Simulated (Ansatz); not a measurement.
# H on Ni(111): change of the work function, part 3 of 4

Aim: the work function of Ni(111) at several coverages of H (fcc site), and the dipole that each adsorbate carries.

Ansatz 0.2.0; plane-wave DFT, PBE, Ansatz PAW.

So far, work function, upper face (eV): step 2 (the clean slab) 5.07; step 3 (37 atoms, coverage 0.111 ML, cell 3x3) 5.10.

### Step 4. Adsorbate added, k-mesh 6×6×1, coverage 0.25 ML

System of this step: Ni16H (H/Ni(111)). The cell holds 17 atoms: 16 Ni and 1 H. Its edges and angles: a = 4.978 Å, b = 4.978 Å, c = 24.758 Å, α = 90.0°, β = 90.0°, γ = 60.0°. Vacuum lies along c.

Another coverage, to see how the dipoles act on each other as their distance changes.

input.yaml

```yaml
crystal:
  lattice:
    - [4.9780317395, 0.0, 0.0]
    - [2.4890158698, 4.3111019473, 0.0]
    - [0.0, 0.0, 24.7584844451]
  atoms:
    - { symbol: Ni, position: [0.0, 0.0, 0.3635117497], spin: 0.7 }
    - { symbol: Ni, position: [0.1666666667, 0.1666666667, 0.4455956491], spin: 0.72 }
    - { symbol: Ni, position: [0.3333333333, 0.3333333333, 0.5274065665], spin: 0.72 }
    - { symbol: Ni, position: [0.0, 0.0, 0.6083961345], spin: 0.7 }
    - { symbol: Ni, position: [0.0, 0.5, 0.3635117497], spin: 0.7 }
    - { symbol: Ni, position: [0.1666666667, 0.6666666667, 0.4455956491], spin: 0.72 }
    - { symbol: Ni, position: [0.3333333333, 0.8333333333, 0.5274065665], spin: 0.72 }
    - { symbol: Ni, position: [0.0, 0.5, 0.6083961345], spin: 0.7 }
    - { symbol: Ni, position: [0.5, 0.0, 0.3635117497], spin: 0.7 }
    - { symbol: Ni, position: [0.6666666667, 0.1666666667, 0.4455956491], spin: 0.72 }
    - { symbol: Ni, position: [0.8333333333, 0.3333333333, 0.5274065665], spin: 0.72 }
    - { symbol: Ni, position: [0.5, 0.0, 0.6083961345], spin: 0.7 }
    - { symbol: Ni, position: [0.5, 0.5, 0.3635117497], spin: 0.7 }
    - { symbol: Ni, position: [0.6666666667, 0.6666666667, 0.4455956491], spin: 0.72 }
    - { symbol: Ni, position: [0.8333333333, 0.8333333333, 0.5274065665], spin: 0.72 }
    - { symbol: Ni, position: [0.5, 0.5, 0.6083961345], spin: 0.7 }
    - { symbol: H, position: [0.1666666667, 0.1666666667, 0.6364882503] }
magnetization:
  spin_polarized: true
kpoints:
  mp_grid: { grid: [6, 6, 1] }
hamiltonian:
  xc: pbe
scf:
  occupations: { method: fermi_dirac, width: 0.1 }
  convergence: { dr2_threshold: 1.0e-08 }
efield:
  axis: 3
  dipole_correction: true
  ramp_position: 0.97
  ramp_width: 0.06
relax:
  f_tol: 0.02
  max_steps: 60
  constraints: [{ sites: [0, 1, 4, 5, 8, 9, 12, 13] }]
output:
  dos: { projected: true, e_range: [-8, 4] }
  write_potential: true
  write_density: true
  volumetric_format: npy
  elf: true
```

Run with:

```sh
$ ansatz run input.yaml --threads 4 --pin off --max-ram 16384MiB --backend cpu --events-out ev --progress --plain --runs-dir out
```

Output:

```text
[...]
Crystal: 17 atoms, lattice volume = 531.337 Å³
Basis set: ecut = 420 eV, 10361 PW (Γ), exchange–correlation on 72×72×360 points (8 copies of the dense FFT grid, shifted against one another)
Bands: 181, of which v1, the nominal top of the filled ones, is band 145 counted from 1 (144 counted from 0)
Symmetry: 6 space group operations
k-points: 7 of 36 (time reversal used)
[...]
Starting moments: Σ|m| = 11.36 μB on 16 of 17 sites
[...]
SCF iter   1: F=—  HF=-93432.028176 eV  |F-HF|=—  |Δ(HF+E_count)|=         —  Δρ=2.98e-2 (↑1.21e-2 ↓2.98e-2)  dr2=1.08e1  dr2_m=9.84e-1  M=11.924 μB ∫|m|=12.543 μB  β_m=1.00  ethr=3.10e-3  p=-0.000 e·Å  D=-7.30e-7 V/Å  ΔV_dip=0.00 eV  dr2_dipole=1.02e-2  V_vac-E_F(+/−)=7.25/7.25 eV  ⟨swp⟩=8.9  Hψ=12335  notcnv=0  defer=173
[...]
SCF iter  17: F=-93447.098908 eV  HF=-93447.098908 eV  |F-HF|=2.81e-9  |Δ(HF+E_count)|=   7.51e-9  Δρ=7.97e-7 (↑3.21e-7 ↓7.97e-7)  dr2=4.56e-9  dr2_m=5.15e-10  M=10.092 μB ∫|m|=11.591 μB  ethr=2.32e-12  p=0.001 e·Å  D=2.53e-4 V/Å  ΔV_dip=-0.01 eV  dr2_dipole=7.38e-12  V_vac-E_F(+/−)=5.07/5.08 eV  ⟨swp⟩=14.3  Hψ=19141  notcnv=0
SCF 1 converged in 17 iterations: F = -93447.098908 eV  dr2 = 4.56e-9
[...]
relax step   1: F+E_penalty+E_count = -93447.09890786 eV  Δ(F+E_penalty+E_count) = +0.000e0 eV  max|allowed force component| = 1.032e0 eV/Å  Δτ_max = 0.0000 Å  (17 SCF iters, accepted)
[...]
SCF iter  14: F=-93447.176947 eV  HF=-93447.176947 eV  |F-HF|=2.01e-9  |Δ(HF+E_count)|=   2.78e-9  Δρ=5.31e-7 (↑2.47e-7 ↓5.31e-7)  dr2=4.76e-9  dr2_m=1.55e-10  M=10.119 μB ∫|m|=11.626 μB  ethr=1.64e-12  p=-0.000 e·Å  D=-1.56e-4 V/Å  ΔV_dip=0.00 eV  dr2_dipole=2.93e-10  V_vac-E_F(+/−)=5.08/5.08 eV  ⟨swp⟩=11.1  Hψ=18021  notcnv=0
SCF 2 converged in 14 iterations: F = -93447.176947 eV  dr2 = 4.76e-9
relax step   2: F+E_penalty+E_count = -93447.17694671 eV  Δ(F+E_penalty+E_count) = -7.804e-2 eV  max|allowed force component| = 6.300e-1 eV/Å  Δτ_max = 0.0892 Å  (14 SCF iters, accepted)
SCF iter   1: F=—  HF=-93447.226250 eV  |F-HF|=—  |Δ(HF+E_count)|=         —  Δρ=1.57e-3 (↑1.55e-3 ↓1.57e-3)  dr2=4.12e-2  dr2_m=8.62e-4  M=10.139 μB ∫|m|=11.649 μB  β_m=1.00  ethr=2.27e-4  p=-0.000 e·Å  D=-1.55e-4 V/Å  ΔV_dip=0.00 eV  dr2_dipole=4.41e-3  V_vac-E_F(+/−)=5.09/5.09 eV  ⟨swp⟩=4.0  Hψ=5967  notcnv=0  defer=236
[...]
SCF iter  15: F=-93447.221035 eV  HF=-93447.221035 eV  |F-HF|=1.22e-9  |Δ(HF+E_count)|=  6.69e-10  Δρ=3.57e-7 (↑7.69e-8 ↓3.57e-7)  dr2=6.19e-10  dr2_m=1.75e-10  M=10.171 μB ∫|m|=11.690 μB  ethr=1.00e-12  p=-0.003 e·Å  D=-9.86e-4 V/Å  ΔV_dip=0.02 eV  dr2_dipole=4.15e-11  V_vac-E_F(+/−)=5.10/5.08 eV  ⟨swp⟩=11.7  Hψ=16575  notcnv=0
SCF 3 converged in 15 iterations: F = -93447.221035 eV  dr2 = 6.19e-10
relax step   3: F+E_penalty+E_count = -93447.22103475 eV  Δ(F+E_penalty+E_count) = -4.409e-2 eV  max|allowed force component| = 5.473e-2 eV/Å  Δτ_max = 0.1514 Å  (15 SCF iters, accepted)
[...]
relax step   4: F+E_penalty+E_count = -93447.22144526 eV  Δ(F+E_penalty+E_count) = -4.105e-4 eV  max|allowed force component| = 2.773e-2 eV/Å  Δτ_max = 0.0130 Å  (11 SCF iters, accepted)
SCF iter   1: F=—  HF=-93447.221755 eV  |F-HF|=—  |Δ(HF+E_count)|=         —  Δρ=8.88e-5 (↑6.48e-5 ↓8.88e-5)  dr2=5.09e-5  dr2_m=1.12e-5  M=10.167 μB ∫|m|=11.685 μB  β_m=1.00  ethr=1.11e-7  p=-0.003 e·Å  D=-9.33e-4 V/Å  ΔV_dip=0.02 eV  dr2_dipole=1.31e-7  V_vac-E_F(+/−)=5.10/5.08 eV  ⟨swp⟩=3.1  Hψ=5751  notcnv=0  defer=53
[...]
SCF iter   8: F=-93447.221509 eV  HF=-93447.221509 eV  |F-HF|=6.55e-10  |Δ(HF+E_count)|=   4.13e-9  Δρ=1.36e-6 (↑2.18e-7 ↓1.36e-6)  dr2=9.13e-9  dr2_m=2.40e-9  M=10.167 μB ∫|m|=11.685 μB  ethr=1.23e-12  p=-0.003 e·Å  D=-9.68e-4 V/Å  ΔV_dip=0.02 eV  dr2_dipole=3.05e-10  V_vac-E_F(+/−)=5.10/5.08 eV  ⟨swp⟩=8.8  Hψ=17372  notcnv=0
SCF 5 converged in 8 iterations: F = -93447.221509 eV  dr2 = 9.13e-9
relax step   5: F+E_penalty+E_count = -93447.22150948 eV  Δ(F+E_penalty+E_count) = -6.421e-5 eV  max|allowed force component| = 7.340e-4 eV/Å  Δτ_max = 0.0033 Å  (8 SCF iters, accepted)
[...]
solved again in the potential of the output density, not every published eigenvalue holds within its bar: in spin ↑, 9 eigenvalues moved, the lowest at band 164; the one that moved furthest (k=6, band 173), published at 10.928 eV, moved by -0.0038 eV, against a bar of 0.0032 eV; in spin ↓, 10 eigenvalues moved, the lowest at band 164; the one that moved furthest (k=6, band 175), published at 10.984 eV, moved by -0.00 [...]
[...]
SCF converged after 8 iterations
Magnetization: 10.1666 μB (149.5833 up, 139.4167 down)
Absolute magnetization: 11.6970 μB (∫|ρ↑−ρ↓|, with the PAW one-centre terms)
[...]
Per-site moments (μB) at R_I (Å): [(0.700764, 1.026719), (0.709369, 1.022680), (0.719314, 1.014674), (0.511434, 0.702725), (0.700764, 1.026719), (0.717845, 1.022607), (0.719314, 1.014674), (0.511434, 0.702725), (0.700764, 1.026719), (0.717845, 1.022607), (0.719314, 1.014674), (0.511434, 0.702725), (0.714512, 1.026719), (0.717845, 1.022607), (0.623419, 1.018045), (0.721221, 1.014674), (-0.00598228, 0.702725)]
Free energy (F): -93447.221509 eV
[...]
Internal energy: -93446.281442 eV  (E = F + TS)
E sigma→0 (E₀):  -93446.751476 eV
Entropy (-TS):   -0.940068 eV (-55.298 meV/atom)
Fermi energy:    2.617850 eV
Dipole field:    D = -0.000982 V/Å  (p = -0.002884 e·Å, saw-weighted, corrected)
Work function:   Φ+ = 5.1006 eV   Φ− = 5.0763 eV
[...]
--- Forces (eV/Å), atoms counted from 1 ---
  atom   1  Ni    -0.00510588    -0.00294788     0.15379934
  atom   2  Ni    -0.00000000    -0.00000000    -0.15547531
  atom   3  Ni     0.00013361     0.00007714    -0.00020574
  atom   4  Ni     0.00023545     0.00013593    -0.00017447
  atom   5  Ni     0.00000000     0.00589577     0.15379934
  atom   6  Ni    -0.01721717     0.00994034    -0.14946455
  atom   7  Ni    -0.00000000    -0.00015429    -0.00020574
  atom   8  Ni    -0.00000000    -0.00027187    -0.00017447
  atom   9  Ni     0.00510588    -0.00294788     0.15379934
  atom  10  Ni    -0.00000000    -0.01988067    -0.14946455
  atom  11  Ni    -0.00013361     0.00007714    -0.00020574
  atom  12  Ni    -0.00023545     0.00013593    -0.00017447
  atom  13  Ni     0.00000000    -0.00000000     0.14268427
  atom  14  Ni     0.01721717     0.00994034    -0.14946455
  atom  15  Ni     0.00000000    -0.00000000     0.00073405
  atom  16  Ni    -0.00000000    -0.00000000     0.00003362
  atom  17  H      0.00000000     0.00000000     0.00017033
  max |Σ_I F_I| component: 1.07e-5 eV/Å
--- Band table (eV; the first three rows and the last of 14) ---
  k-point 0 ↑: bands = [... 141 lower, 2.0760, 2.2124, 2.2124, 2.2166, 2.2341, 2.2341, 2.2590, 2.4784, ... 32 higher]
  k-point 1 ↑: bands = [... 141 lower, 2.0459, 2.0478, 2.1002, 2.1011, 2.1124, 2.1411, 2.1596, 2.4031, ... 32 higher]
  k-point 2 ↑: bands = [... 141 lower, 1.8796, 1.9509, 1.9983, 2.0007, 2.0176, 2.0371, 2.0837, 2.0880, ... 32 higher]
  k-point 6 ↓: bands = [... 141 lower, 2.6093, 2.6142, 2.6151, 2.6745, 2.6885, 2.6895, 2.6958, 2.7140, ... 32 higher]
--- Relaxed structure (5 steps of the walk, 5 accepted, 0 SCFs on fresh bases) ---
  F+E_penalty+E_count = -93447.22150948 eV   max|allowed force component| = 7.340e-4 eV/Å
  atoms:
    - { symbol: Ni, position: [-1.795949e-17, -1.795949e-17, 0.363512] }
    - { symbol: Ni, position: [0.166667, 0.166667, 0.445596] }
    - { symbol: Ni, position: [0.333357, 0.333357, 0.527189] }
    - { symbol: Ni, position: [-0.000993033, -0.000993033, 0.609328] }
    - { symbol: Ni, position: [5.551115e-17, 0.500000, 0.363512] }
    - { symbol: Ni, position: [0.166667, 0.666667, 0.445596] }
    - { symbol: Ni, position: [0.333357, 0.833286, 0.527189] }
    - { symbol: Ni, position: [-0.000993033, 0.501986, 0.609328] }
    - { symbol: Ni, position: [0.500000, -1.795949e-17, 0.363512] }
    - { symbol: Ni, position: [0.666667, 0.166667, 0.445596] }
    - { symbol: Ni, position: [0.833286, 0.333357, 0.527189] }
    - { symbol: Ni, position: [0.501986, -0.000993033, 0.609328] }
    - { symbol: Ni, position: [0.500000, 0.500000, 0.363512] }
    - { symbol: Ni, position: [0.666667, 0.666667, 0.445596] }
    - { symbol: Ni, position: [0.833333, 0.833333, 0.528040] }
    - { symbol: Ni, position: [0.500000, 0.500000, 0.607830] }
    - { symbol: H, position: [0.166667, 0.166667, 0.645733] }
```

Elapsed: 5.8 min, on 4 threads of Arm Neoverse V1, shared host; peak memory 2.9 GiB; 22 min of CPU time.

The steps of the relaxation:

```csv
step,energy less that of the first step (eV),largest force component (eV/Å)
1,0.0000,1.0320
2,-0.0780,0.6300
3,-0.1221,0.0547
4,-0.1225,0.0277
5,-0.1226,0.0007
```

The run keeps the 6 symmetry operations that the program found, so distortions that break them were not tested.

The atoms that moved most (Å):

```csv
atom,dx,dy,dz,length
H17,0.000,0.000,0.229,0.229
Ni4,-0.007,-0.004,0.023,0.025
Ni12,0.007,-0.004,0.023,0.025
Ni8,0.000,0.009,0.023,0.025
Ni15,0.000,0.000,0.016,0.016
Ni16,0.000,0.000,-0.014,0.014
Ni7,0.000,0.000,-0.005,0.005
Ni11,0.000,0.000,-0.005,0.005
```

Final coordinates:

```xyz
17
Lattice="4.9780 0.0000 0.0000 2.4890 4.3111 0.0000 0.0000 0.0000 24.7585" Properties=species:S:1:pos:R:3
Ni    0.0000    0.0000    9.0000
Ni    1.2445    0.7185   11.0323
Ni    2.4892    1.4371   13.0524
Ni   -0.0074   -0.0043   15.0860
Ni    1.2445    2.1556    9.0000
Ni    2.4890    2.8741   11.0323
Ni    3.7335    3.5924   13.0524
Ni    1.2445    2.1641   15.0860
Ni    2.4890    0.0000    9.0000
Ni    3.7335    0.7185   11.0323
Ni    4.9779    1.4371   13.0524
Ni    2.4964   -0.0043   15.0860
Ni    3.7335    2.1556    9.0000
Ni    4.9780    2.8741   11.0323
Ni    6.2225    3.5926   13.0735
Ni    3.7335    2.1556   15.0489
H     1.2445    0.7185   15.9874
```

Read from the output:

- energy at zero smearing: -93446.7515 eV
- total moment: 10.17 μB
- work function, upper face: 5.101 eV
- work function, lower face: 5.076 eV
- dipole along the normal: -0.002884 e·Å
- step between the vacuum levels: 0.02432 eV

The density of states has structure finer than the step of the table below, so its rows give means over 0.25 eV. Peaks (eV: height): total -2.500: 62.0, -2.290: 48.8, -2.080: 75.8, -1.650: 88.7, -1.500: 59.8, -0.960: 70.2, -0.630: 70.3; up -2.710: 25.2, -2.500: 30.2, -2.320: 32.3, -2.080: 51.3, -1.650: 49.3, -1.140: 32.2, -0.690: 45.0; down -2.500: 31.7, -1.650: 39.4, -1.500: 40.1, -1.410: 29.3, -0.960: 46.1, -0.030: 38.8, 0.120: 33.2.

The density of states by energy, zero at the Fermi level; means over each step; values in states/eV a cell:

```csv
energy (eV),total,up,down
-7.75,0.950,0.476,0.475
-7.50,1.92,0.959,0.959
-7.25,2.75,1.41,1.34
-7.00,2.50,1.29,1.21
-6.75,2.48,1.25,1.23
-6.50,1.90,0.950,0.945
-6.25,1.35,0.783,0.568
-6.00,5.43,2.92,2.52
-5.75,2.28,0.865,1.41
-5.50,3.42,1.71,1.71
-5.25,1.52,0.822,0.703
-5.00,7.19,4.75,2.44
-4.75,6.31,2.96,3.35
-4.50,10.0,7.72,2.29
-4.25,12.1,6.80,5.26
-4.00,20.6,13.9,6.61
-3.75,21.9,15.1,6.75
-3.50,21.8,11.8,10.0
-3.25,25.7,13.5,12.2
-3.00,26.1,14.7,11.3
-2.75,26.2,16.1,10.0
-2.50,34.0,19.5,14.5
-2.25,39.8,27.8,11.9
-2.00,43.1,24.1,19.0
-1.75,42.2,18.3,23.9
-1.50,48.0,20.0,28.0
-1.25,39.1,22.1,17.1
-1.00,48.9,26.4,22.5
-0.75,51.2,35.7,15.5
-0.50,39.6,16.2,23.4
-0.25,25.7,4.80,20.9
0.00,30.4,2.39,28.0
0.25,25.1,3.01,22.1
0.50,5.71,2.64,3.06
0.75,7.71,2.22,5.48
1.00,6.90,4.09,2.81
1.25,3.54,0.930,2.61
1.50,6.57,3.41,3.16
1.75,5.45,2.32,3.12
```

Projected DOS per atom over height of the atomic layer and energy from the Fermi level. Layers: Ni4 Ni4 Ni4 Ni4 H from below.

Ten even steps from '_' (0.02 states/eV) to '@' (3.39 states/eV), each cell a mean:
```
__________
__________
..________
::::::::__
++====++__
%%**##%%__
@@####@@__
@@####%%__
%%****%%__
########__
==++++==__
--==++--__
::====::__
..----::__
......____
__....____
__________
________..
__________
________..
__________
__________
```
Columns: height of the atomic layer (Å) from 9 to 16.0 (not evenly spaced); rows upwards: energy from the Fermi level (eV) from -7.96 to 1.95.

Projected DOS per atom, spin up over height of the atomic layer and energy from the Fermi level. Layers: Ni4 Ni4 Ni4 Ni4 H from below.

Ten even steps from '0' (0.01 states/eV) to '9' (2.13 states/eV), each cell a mean:
```
00000
00000
00000
00000
00000
55660
97790
75560
74470
87770
45540
33330
24520
13310
02100
01100
00000
00000
00000
00000
00000
00000
```
Columns: height of the atomic layer (Å) from 9 to 16.0 (not evenly spaced); rows upwards: energy from the Fermi level (eV) from -7.96 to 1.95.

Projected DOS per atom, spin down over height of the atomic layer and energy from the Fermi level. Layers: Ni4 Ni4 Ni4 Ni4 H from below.

Ten even steps from '_' (0.01 states/eV) to '@' (1.84 states/eV), each cell a mean:
```
__________
__________
....__..__
--------__
@@%%%%%%__
%%****%%__
**++++**__
@@####%%__
##****%%__
--======__
--==----__
::==++::__
..::::::__
..::::..__
__..______
__________
__________
________..
__________
________..
__________
__________
```
Columns: height of the atomic layer (Å) from 9 to 16.0 (not evenly spaced); rows upwards: energy from the Fermi level (eV) from -7.96 to 1.95.

Site moment by atom:

```csv
atom,site moment (μB)
Ni1,0.701
Ni2,0.709
Ni3,0.719
Ni4,0.511
Ni5,0.701
Ni6,0.718
Ni7,0.719
Ni8,0.511
Ni9,0.701
Ni10,0.718
Ni11,0.719
Ni12,0.511
Ni13,0.715
Ni14,0.718
Ni15,0.623
Ni16,0.721
H17,-0.006
```

Spin density in the ca plane at fractional y = 0.167, with atoms of Ni and H within 0.2 Å of it.

Values in units of 1e-1 e/Å³, 7 rows by 16 columns, each cell a mean:
```
 0.0  0.4  0.0  0.0 -0.1  0.4  0.1  0.3  0.1  0.0  0.0  0.0  0.0  0.0  0.0  0.0
 0.0  0.0  0.0  3.8  0.7  0.0  0.0  0.0  0.0  0.0  0.0  0.0  0.0  0.0  0.0  0.0
 0.0 -0.1  0.0  8.9  1.6 -0.1 -0.1 -0.1 -0.1  0.0  0.0  0.0  0.0  0.0  0.0  0.0
 0.0  0.3  0.0  0.2  0.0  0.2  0.0  0.2  0.0  0.0  0.0  0.0  0.0  0.0  0.0  0.0
 0.0  0.2  0.0  0.4  0.0  0.2  0.0  0.1  0.0  0.0  0.0  0.0  0.0  0.0  0.0  0.0
 0.0 -0.1  0.0  9.8  1.8 -0.1 -0.1  0.0 -0.1  0.0  0.0  0.0  0.0  0.0  0.0  0.0
 0.0  0.0  0.0  2.6  0.5  0.0  0.0  0.0  0.0  0.0  0.0  0.0  0.0  0.0  0.0  0.0
```
Columns run along c (16.0 Å, from fractional 0.30 to 0.95 of the cell), rows up along a (5.0 Å). Atoms in or near the plane, at fractional coordinates: Ni at (0.45, 0.17), Ni at (0.45, 0.67), H at (0.65, 0.17).

ELF in the ca plane at fractional y = 0.167, with atoms of Ni and H within 0.2 Å of it. It is the smooth field of the valence electrons, not physical close to the nuclei.

Ten even steps from '0' (0.00) to '9' (0.99), each cell a mean:
```
11112212222222122122222122100000000000000000
11112112211222122122122111000000000000000000
12221122123212211122112221000000000000000000
12222222245322222222223321100000000000000000
12332232246322322222223321100000000000000000
12222222223212211122122221000000000000000000
11112112212122121122122111000000000000000000
11112212222222122122222121100000000000000000
11111112122122111122111344310000000000000000
12222222234312222222124898620000000000000000
12333331256422322222237999731000000000000000
12222222234312222222225899630000000000000000
11111122122122111122112355310000000000000000
```
Columns run along c (16.0 Å, from fractional 0.30 to 0.95 of the cell), rows up along a (5.0 Å). Atoms in or near the plane, at fractional coordinates: Ni at (0.45, 0.17), Ni at (0.45, 0.67), H at (0.65, 0.17).

Valence density in the ca plane at fractional y = 0.167, with atoms of Ni and H within 0.2 Å of it. It is the smooth field of the valence electrons, not physical close to the nuclei.

Ten steps, logarithmic in the rise over the least value, from '0' (0 e/Å³) to '9' (45 e/Å³), each cell a mean:
```
00023211011101232111232100000000000000000000
00012211111111122111222100000000000000000000
00011111245311111101111000000000000000000000
00001111489621111000010000000000000000000000
00001111489621110000010000000000000000000000
00011111256411111100111000000000000000000000
00012211112111122111222100000000000000000000
00023211011101233111232100000000000000000000
00012111123211122111121100000000000000000000
00001111367521111000111110000000000000000000
00001111489731110000011221000000000000000000
00001111378521111000111210000000000000000000
00012111123211111101121100000000000000000000
```
Columns run along c (16.0 Å, from fractional 0.30 to 0.95 of the cell), rows up along a (5.0 Å). Atoms in or near the plane, at fractional coordinates: Ni at (0.45, 0.17), Ni at (0.45, 0.67), H at (0.65, 0.17).

The relaxation took 5 steps and lowered the energy by 0.12 eV; the largest force on the free atoms ends at 7.3e-4 eV/Å.

By hand: a sheet of dipoles makes a step −p/(ε₀A) in the electron's potential. With e/ε₀ = 180.95 V·Å, p = -0.002884 e·Å and A = 21.46 Å², that is −180.95 × (-0.002884) / 21.46 = +0.024 eV, and the two vacuum levels of the run differ by +0.024 eV.

The covered face has 5.10 eV, +0.03 eV against the clean one; the bare back face has moved by -0.01 eV, a measure of how thin the slab is.

(Part 3 of 4 ends here.)

[Long decimals in the printed logs are rounded to 6 places.]

[Logs are printed without paths, hosts, clocks, repeated set-up lines and the standing remarks that a program may print on its own settings, such as how far it seeks lower states.]

[Hosts, paths, dates, database ids (printed as entryN), source tags and the programs' standing remarks are cut or masked in the printed files.]

[Maps of the electrostatic potential energy from Ansatz leave out the sawtooth potential of an applied field or a dipole correction, so their vacuum need not be flat; planar profiles and work functions include it.]

[The density of states shown here was stored with 400 of the rows of the run's finer table, so its peaks can read low, often by over a quarter, or be missed, and its means over a window can be off by a tenth or more.]
